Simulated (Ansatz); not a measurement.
## BeAgH3 (built on the sites of a database entry of NaBeH3): the cell at rest

Task: relax BeAgH3 (built on the sites of a database entry of NaBeH3) tightly.

Method: DFT PBEsol, scalar-relativistic, plane waves, PAW, in Ansatz 0.2.0.

Report form: the programs' logs are mostly left out.

The structure was built from a prototype and need not be the compound's stable phase.

## Step 1: Starting point

It takes space group Pm-3m (No. 221, cubic). Conventional cell: a = 2.998 Å, b = 2.998 Å, c = 2.998 Å, α = 90.00°, β = 90.00°, γ = 90.00°. Ag has 12 H at 2.12 Å nearest. Nearest to Be lie 6 H at 1.50 Å. Nearest to H lie 2 Be at 1.50 Å and 4 Ag at 2.12 Å and 8 H at 2.12 Å. Farther neighbours are not listed.

## Step 2: A coarse first look

A quick single point on a coarse mesh tells whether the cell has a gap and how far it is from rest, which sets the k mesh and smearing that follow.

input.yaml

```yaml
crystal:
  lattice:
    - [2.99781, 0.0, 0.0]
    - [0.0, 2.99781, 0.0]
    - [0.0, 0.0, 2.99781]
  atoms:
    - { symbol: Ag, position: [0.5, 0.5, 0.5] }
    - { symbol: Be, position: [0.0, 0.0, 0.0] }
    - { symbol: H, position: [0.0, 0.0, 0.5] }
    - { symbol: H, position: [0.5, 0.0, 0.0] }
    - { symbol: H, position: [0.0, 0.5, 0.0] }
kpoints:
  mp_grid: { grid: [6, 6, 6] }
hamiltonian:
  xc: pbesol
scf:
  occupations: { method: gaussian, width: 0.1 }
output:
  forces: true
  stress: true
  eigenvalues: true
```

The run is started by

```
ansatz run input.yaml --threads 4 --pin off --max-ram 14336MiB --backend cpu --events-out ev --progress --plain --runs-dir out
```

Run time: 0.54 s. Hardware: 4 threads of Intel Xeon Platinum 8259CL at 2.50GHz (Skylake/Cascade Lake), shared host; peak memory 0.33 GiB.

Numbers from this step:

```
pressure          : 58.52 GPa
volume per atom   : 5.388 Å³
gap on the k-mesh : 0 eV
```

The coarse mesh shows no gap and a pressure of 58.5 GPa.

## Step 3: Rough relaxation

The start is far from rest, so a relaxation with loose tolerances brings it close first.

input.yaml: that of step 2 with these lines changed.

```diff
@@ -21 +21,6 @@
   eigenvalues: true
+relax:
+  adjacent_minimum: "off"
+  f_tol: 0.05
+  max_steps: 80
+  cell: { stress_tol: 0.5 }
```

Elapsed: 3.2 s, on 4 threads; peak memory 0.33 GiB; 9.2 s of CPU time.

Step by step:

```tsv
step	energy less that of the first step (eV)	largest force component (eV/Å)	pressure (GPa)	volume (Å³)
1	0.0000	0.0000	58.52	26.94
2	-1.0209	0.0000	24.67	31.08
3	-1.3782	0.0000	6.74	34.97
4	-1.4159	0.0000	-1.29	37.59
5	-1.4184	0.0000	0.02	37.11
6*	-1.4516	0.0000	0.96	37.11
7	-1.4523	0.0000	0.10	37.46
8*	-1.4527	0.0000	0.10	37.46
```

Relaxation steps marked * repeat the geometry before them on a plane-wave basis chosen anew for their cell, so energy and pressure can jump there.

Forces are held to the 48 operations that the run works with; a distortion that breaks them can't arise in this run.

```tsv
conventional cell, symmetrised	before	after	change
a (Å)	2.998	3.346	+11.6 %
b (Å)	2.998	3.346	+11.6 %
c (Å)	2.998	3.346	+11.6 %
volume (Å³/atom)	5.39	7.49	+39.0 %
```

The relaxed structure:

```cif
data_structure
_symmetry_space_group_name_H-M 'P 1'
_symmetry_Int_Tables_number 1
_cell_length_a 3.3459
_cell_length_b 3.3459
_cell_length_c 3.3459
_cell_angle_alpha 90.000
_cell_angle_beta 90.000
_cell_angle_gamma 90.000
_cell_volume 37.46
loop_
_atom_site_label
_atom_site_type_symbol
_atom_site_fract_x
_atom_site_fract_y
_atom_site_fract_z
_atom_site_occupancy
Ag1 Ag 0.50000 0.50000 0.50000 1
Be2 Be 0.00000 0.00000 0.00000 1
H3 H 0.00000 0.00000 0.50000 1
H4 H 0.50000 0.00000 0.00000 1
H5 H 0.00000 0.50000 0.00000 1
```

Numbers from this step:

```yaml
pressure: 0.09914 GPa
volume_per_atom: 7.492 Å³
```

In this step the volume went from 5.39 to 7.49 Å³/atom.

## Step 4: Relaxation

Harmonic phonons are second derivatives at a point where the forces vanish, and they are wanted at zero stress, so atoms and cell are relaxed first.

input.yaml

```yaml
crystal:
  lattice:
    - [3.3459306007, 0.0, 0.0]
    - [0.0, 3.3459306007, 0.0]
    - [0.0, 0.0, 3.3459306007]
  atoms:
    - { symbol: Ag, position: [0.5, 0.5, 0.5] }
    - { symbol: Be, position: [0.0, 0.0, 0.0] }
    - { symbol: H, position: [0.0, 0.0, 0.5] }
    - { symbol: H, position: [0.5, 0.0, 0.0] }
    - { symbol: H, position: [0.0, 0.5, 0.0] }
kpoints:
  mp_grid: { grid: [10, 10, 10] }
hamiltonian:
  xc: pbesol
scf:
  occupations: { method: gaussian, width: 0.1 }
output:
  forces: true
  stress: true
  eigenvalues: true
  write_density: true
  write_potential: true
  elf: true
  volumetric_format: npy
relax:
  adjacent_minimum: "off"
  f_tol: 0.005
  max_steps: 80
  cell: { stress_tol: 0.05 }
```

The job ended after 1.4 s (4 threads; peak memory 0.4 GiB; 4.4 s of CPU time).

Little changed from the start: no atom moved by 0.005 Å and no cell edge by 0.1 %.

Numbers from this step:

| Item | Value |
| --- | --- |
| pressure | 0.01988 GPa |

Valence density in the ac plane at fractional y = 0.000, with atoms of Be and H within 0.2 Å of it. It is the smooth field of the valence electrons, not physical close to the nuclei.

Ten even steps from '_' (0.1 e/Å³) to '@' (1.7 e/Å³):
```
______......::==####==::......____
________......::----::......______
....________............________..
......________________________....
......________________________....
--::....____________________....::
++==::..____________________..::==
@@##--..____________________..--##
@@##--..____________________..--##
++==::..____________________..::==
--::....____________________....::
......________________________....
......________________________....
....________............________..
________......::----::......______
______......::==####==::......____
______......--++@@@@++--......____
```
Columns run along a (3.3 Å), rows up along c (3.3 Å). Atoms in or near the plane, at fractional coordinates: Be at (0.00, 0.00), H at (0.00, 0.50), H at (0.50, 0.00).

Electrostatic potential energy in the ac plane at fractional y = 0.000, with atoms of Be and H within 0.2 Å of it. With pseudopotentials it is smooth inside the atoms' cores, unlike the true potential.

Ten even steps from '_' (-38 eV) to '@' (12 eV):
```
____::++%%%%%%++....++%%%%%%++::__
..::==##%%@@@@%%####%%@@@@%%##==::
++++##%%@@@@@@@@@@@@@@@@@@@@%%##++
##%%%%@@@@@@@@@@@@@@@@@@@@@@@@%%%%
%%%%@@@@@@@@@@@@@@@@@@@@@@@@@@@@%%
%%%%@@@@@@@@@@@@@@@@@@@@@@@@@@@@%%
--++%%@@@@@@@@@@@@@@@@@@@@@@@@%%++
__..##@@@@@@@@@@@@@@@@@@@@@@@@##..
__..##@@@@@@@@@@@@@@@@@@@@@@@@##..
--++%%@@@@@@@@@@@@@@@@@@@@@@@@%%++
%%%%@@@@@@@@@@@@@@@@@@@@@@@@@@@@%%
%%%%@@@@@@@@@@@@@@@@@@@@@@@@@@@@%%
##%%%%@@@@@@@@@@@@@@@@@@@@@@@@%%%%
++++##%%@@@@@@@@@@@@@@@@@@@@%%##++
..::==##%%@@@@%%####%%@@@@%%##==::
____::++%%%%%%++....++%%%%%%++::__
____..++##%%%%--____--%%%%##++..__
```
Columns run along a (3.3 Å; values clipped at the 3rd and 97th percentile), rows up along c (3.3 Å). Atoms in or near the plane, at fractional coordinates: Be at (0.00, 0.00), H at (0.00, 0.50), H at (0.50, 0.00).

ELF in the ac plane at fractional y = 0.000, with atoms of Be and H within 0.2 Å of it. It is the smooth field of the valence electrons, not physical close to the nuclei.

Ten even steps from '_' (0.00) to '@' (1.00):
```
______::**%%@@@@@@@@@@@@%%**::____
______::==##%%@@@@@@@@%%##==::____
::::::::--==**%%%%%%%%**==--::::::
****==--::::--==++++==--::::--==**
%%%%##==::......::::......::==##%%
@@@@%%**--................--**%%@@
@@@@@@%%==....________....==%%@@@@
@@@@@@%%++::..________..::++%%@@@@
@@@@@@%%++::..________..::++%%@@@@
@@@@@@%%==....________....==%%@@@@
@@@@%%**--................--**%%@@
%%%%##==::......::::......::==##%%
****==--::::--==++++==--::::--==**
::::::::--==**%%%%%%%%**==--::::::
______::==##%%@@@@@@@@%%##==::____
______::**%%@@@@@@@@@@@@%%**::____
______::**%%@@@@@@@@@@@@%%**::____
```
Columns run along a (3.3 Å), rows up along c (3.3 Å). Atoms in or near the plane, at fractional coordinates: Be at (0.00, 0.00), H at (0.00, 0.50), H at (0.50, 0.00).

In this step the volume went from 7.49 to 7.49 Å³/atom.

## Step 5: Tight relaxation

Phonons need a cell at rest on their own settings, so the relaxation is repeated with tight tolerances on forces and stress, using the mesh and the filling of the phonon run that follows.

input.yaml, the sections that differ from step 4:

```yaml
kpoints:
  mp_grid: { grid: [12, 12, 12] }
scf:
  occupations: { method: methfessel_paxton, width: 0.2 }
output:
  forces: true
  stress: true
  eigenvalues: true
relax:
  adjacent_minimum: "off"
  f_tol: 0.001
  max_steps: 60
  cell: { stress_tol: 0.01 }
# crystal, hamiltonian: as in step 4
```

Run time: 2.5 s. Hardware: 4 threads; peak memory 0.43 GiB; 8.3 s of CPU time.

Little changed from the start: no atom moved by 0.005 Å and no cell edge by 0.1 %.

This step gave:

| Item | Value |
| --- | --- |
| pressure | -0.006456 GPa |
| volume per atom | 7.494 Å³ |

The forces vanish by symmetry and the pressure is -0.006 GPa, within the tolerances set. The cell now holds 7.49 Å³/atom.

## Step 6: What came out

```
space group after relaxation (within 0.01 Å) : Pm-3m
lattice constant a                           : 3.346 Å
lattice constant b                           : 3.346 Å
lattice constant c                           : 3.346 Å
volume per atom                              : 7.49 Å³
```

The forces vanish by symmetry and the pressure is -0.006 GPa, within the tolerances set. The cell now holds 7.49 Å³/atom. The relaxation keeps the symmetry of its start, so it says nothing on stability against lower symmetry. The starting cell was built on a prototype and not taken from a measurement, so the phase need not exist.

[Logs are printed without paths, hosts, clocks, repeated set-up lines and the standing remarks that a program may print on its own settings, such as how far it seeks lower states.]

[Hosts, paths, dates, database ids (printed as entryN), source tags and the programs' standing remarks are cut or masked in the printed files.]
